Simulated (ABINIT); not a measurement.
## GaP (F-43m): G0W0 in ABINIT against the bands in the self-energy

Aim: move the bands in the self-energy of a G0W0 run on GaP (F-43m) over a wide range.

Calculated with ABINIT 10.8.3; PBE and many-body steps on it, plane waves.

This is a report of a sequence of runs, with most program output left out.

**1. The starting structure**

Symmetry: F-43m, No. 216, cubic system. Conventional cell: a = 5.450 Å, b = 5.450 Å, c = 5.450 Å, α = 90.00°, β = 90.00°, γ = 90.00°. Nearest to Ga lie 4 P at 2.36 Å. Nearest to P lie 4 Ga at 2.36 Å. Farther neighbours are not listed.

The cell and positions come from the Crystallography Open Database and are kept as given unless a step says otherwise.

**2. Screening, 4×4×4 mesh, 100 bands, screening to 176.9 eV**

This step: ABINIT 10.8.3; RPA screening on PBE, plane waves, norm-conserving pseudopotentials.

The RPA dielectric matrix is built and inverted for each q.

Contents of run.abi:

```
acell 3*1.0 Angstrom
rprim 
  0.000000000000 2.725250000000 2.725250000000
  2.725250000000 0.000000000000 2.725250000000
  2.725250000000 2.725250000000 0.000000000000
ntypat 2
znucl 31 15
natom 2
typat 1 2
xred 
  0.000000000000 0.000000000000 0.000000000000
  0.250000000000 0.250000000000 0.250000000000
pp_dirpath "pseudos"
pseudos "Ga.upf, P.upf"
ecut 36
ngkpt 4 4 4
nshiftk 1
shiftk 0 0 0
kptopt 1
chksymbreak 0
istwfk *1
occopt 1
irdwfk 1
optdriver 3
nband 100
ecuteps 6.5
inclvkb 2
awtr 1
symchi 1
indata_prefix "in"
outdata_prefix "out"
tmpdata_prefix "tmp"
```

Started as:

```
$ OMP_NUM_THREADS=1 mpirun -n 4 abinit run.abi > log
```

It took 18 s on 4 MPI ranks of Arm Neoverse V1, shared host; peak memory 0.65 GiB; 73 s of CPU time.

Numbers from this step:

```yaml
eps_infinity_with_local_fields_on_this_mesh_along_the_program_s_q_direction: 18.07
the_same_without_local_fields: 19.62
plasma_frequency: 24.76 eV
plane_waves_in_the_screening_matrix: 181
```

Local fields lower ε∞ by 8 %. On a Γ-centred mesh this coarse the value itself is usually too large, while a short band sum pulls it down.

**3. 17 bands**

This step: G0W0 on PBE, plane waves, norm-conserving pseudopotentials.

run.abi, as its differences from that of step 2:

```diff
@@ -23,8 +23,17 @@
 irdwfk 1
-optdriver 3
-nband 100
+optdriver 4
+nband 17
+gwcalctyp 0
+ecutsigx 36
+symsigma 1
+nkptgw 2
+kptgw 
+  0.0000000000 0.0000000000 0.0000000000
+  0.5000000000 0.5000000000 0.0000000000
+bdgw 
+  7 13
+  8 11
 ecuteps 6.5
-inclvkb 2
-awtr 1
-symchi 1
+irdscr 1
+ppmodel 1
 indata_prefix "in"
```

Elapsed: 3.8 s, on 4 MPI ranks; peak memory 0.53 GiB.

Numbers from this step:

| Quantity | Value |
| --- | --- |
| G0W0 gap on the points computed | 1.88 eV |
| starting gap on the mesh | 1.653 eV |
| k of the valence top | 0, 0, 0 |
| k of the conduction bottom | 0.5, 0.5, 0 |
| Z at the valence top | 0.796 |
| Z at the conduction bottom | 0.821 |
| least direct G0W0 gap on the computed points | 2.400 eV |

**4. 32 bands**

The self-energy is evaluated for the states that the input lists, and the levels follow from it, in one-shot runs by the linearised quasiparticle equation.

run.abi, as its differences from that of step 3:

```diff
@@ -24,3 +24,3 @@
 optdriver 4
-nband 17
+nband 32
 gwcalctyp 0
```

The job ended after 4.4 s (4 MPI ranks; peak memory 0.53 GiB).

Numbers from this step:

| Quantity | Value |
| --- | --- |
| G0W0 gap on the points computed | 1.987 eV |
| starting gap on the mesh | 1.653 eV |
| k of the valence top | 0, 0, 0 |
| k of the conduction bottom | 0.5, 0.5, 0 |
| Z at the valence top | 0.785 |
| Z at the conduction bottom | 0.81 |
| least direct G0W0 gap on the computed points | 2.351 eV |

The gap on the mesh goes from 1.65 eV to 1.99 eV, a correction of +0.33 eV.

**5. 62 bands**

run.abi, as its differences from that of step 4:

```diff
@@ -24,3 +24,3 @@
 optdriver 4
-nband 32
+nband 62
 gwcalctyp 0
```

It took 5.9 s on 4 MPI ranks; peak memory 0.54 GiB.

Numbers from this step:

```
G0W0 gap on the points computed              : 2.070 eV
starting gap on the mesh                     : 1.653 eV
k of the valence top                         : 0, 0, 0
k of the conduction bottom                   : 0.5, 0.5, 0
least direct G0W0 gap on the computed points : 2.33 eV
```

Against the run before, the gap moves by +0.083 eV.

**6. 100 bands**

run.abi, as its differences from that of step 5:

```diff
@@ -24,3 +24,3 @@
 optdriver 4
-nband 62
+nband 100
 gwcalctyp 0
```

It took 7.6 s on 4 MPI ranks; peak memory 0.64 GiB; 30 s of CPU time.

This step gave:

* G0W0 gap on the points computed: 2.114 eV
* starting gap on the mesh: 1.653 eV
* k of the valence top: 0, 0, 0
* k of the conduction bottom: 0.5, 0.5, 0
* least direct G0W0 gap on the computed points: 2.334 eV

Against the run before, the gap moves by +0.044 eV.

**7. The runs together**

Times are wall times on 4 MPI ranks of Arm Neoverse V1, shared host, good to a factor of about two. A run's time includes the screening step that it read.

| run | mesh | bands | screening cutoff (eV) | DFT gap (eV) | gap on the mesh (eV) | direct (eV) | ε∞ used | time |
| --- | --- | --- | --- | --- | --- | --- | --- | --- |
| 17 bands | 4×4×4 | 17 | 176.9 | 1.653 | 1.880 | 2.400 | 18.07 | 22 s |
| 32 bands | 4×4×4 | 32 | 176.9 | 1.653 | 1.987 | 2.351 | 18.07 | 23 s |
| 62 bands | 4×4×4 | 62 | 176.9 | 1.653 | 2.070 | 2.330 | 18.07 | 24 s |
| 100 bands | 4×4×4 | 100 | 176.9 | 1.653 | 2.114 | 2.334 | 18.07 | 26 s |

**8. What came out**

```yaml
17_bands: 1.880 eV
32_bands: 1.987 eV
62_bands: 2.070 eV
100_bands: 2.114 eV
known_limits: not at the basis limit; exchange with frozen shells missing; no spin-orbit coupling; coarse k mesh
```

The setting moved: bands in the self-energy. From 17 bands to 100 bands the gap moves by +0.23 eV. The last step still moves it by +0.044 eV. Bands and screening cutoff are coupled, so a series along one setting does not show full convergence. Bands and cutoff are finite, so the gap is not at the basis limit. The miss can reach some tenths of an eV and take either sign; the mesh is an error of its own. In the G0W0 runs levels were corrected at 2 k points alone, so a gap called «on the mesh» is the least over those, and an edge elsewhere would be missed. The 4×4×4 mesh is coarse for this cell, which bears on the long-range parts of exchange and screening. The norm-conserving file of at least one element keeps a d shell over frozen s and p shells of the same row. Exchange with those shells is missing from the self-energy, an error of 0.3 to 0.9 eV in cases checked, whose sign depends on which edge lies on those atoms. The many-body steps are scalar-relativistic: spin-orbit coupling is not in them.

[Paths, hosts, dates, memory and timing lines, banners, echoed tables and standing remarks are left out of the program output.]

[Logs are printed without paths, hosts, clocks, repeated set-up lines and the standing remarks that a program may print on its own settings, such as how far it seeks lower states.]

[Runs of the session that timed out or met a known fault of the program may be left out.]

[Hosts, paths, dates, database ids (printed as entryN), source tags and the programs' standing remarks are cut or masked in the printed files.]

[G0W0 gaps are taken among the corrected bands and points alone; a level outside them can change the order at an edge.]

[Where Ansatz stands beside ABINIT at settings called matched, ABINIT's density can come from a denser mesh and the files from another edition; pairs whose starting gaps differed by over 0.03 eV were left out, so agreement reads better than it is.]
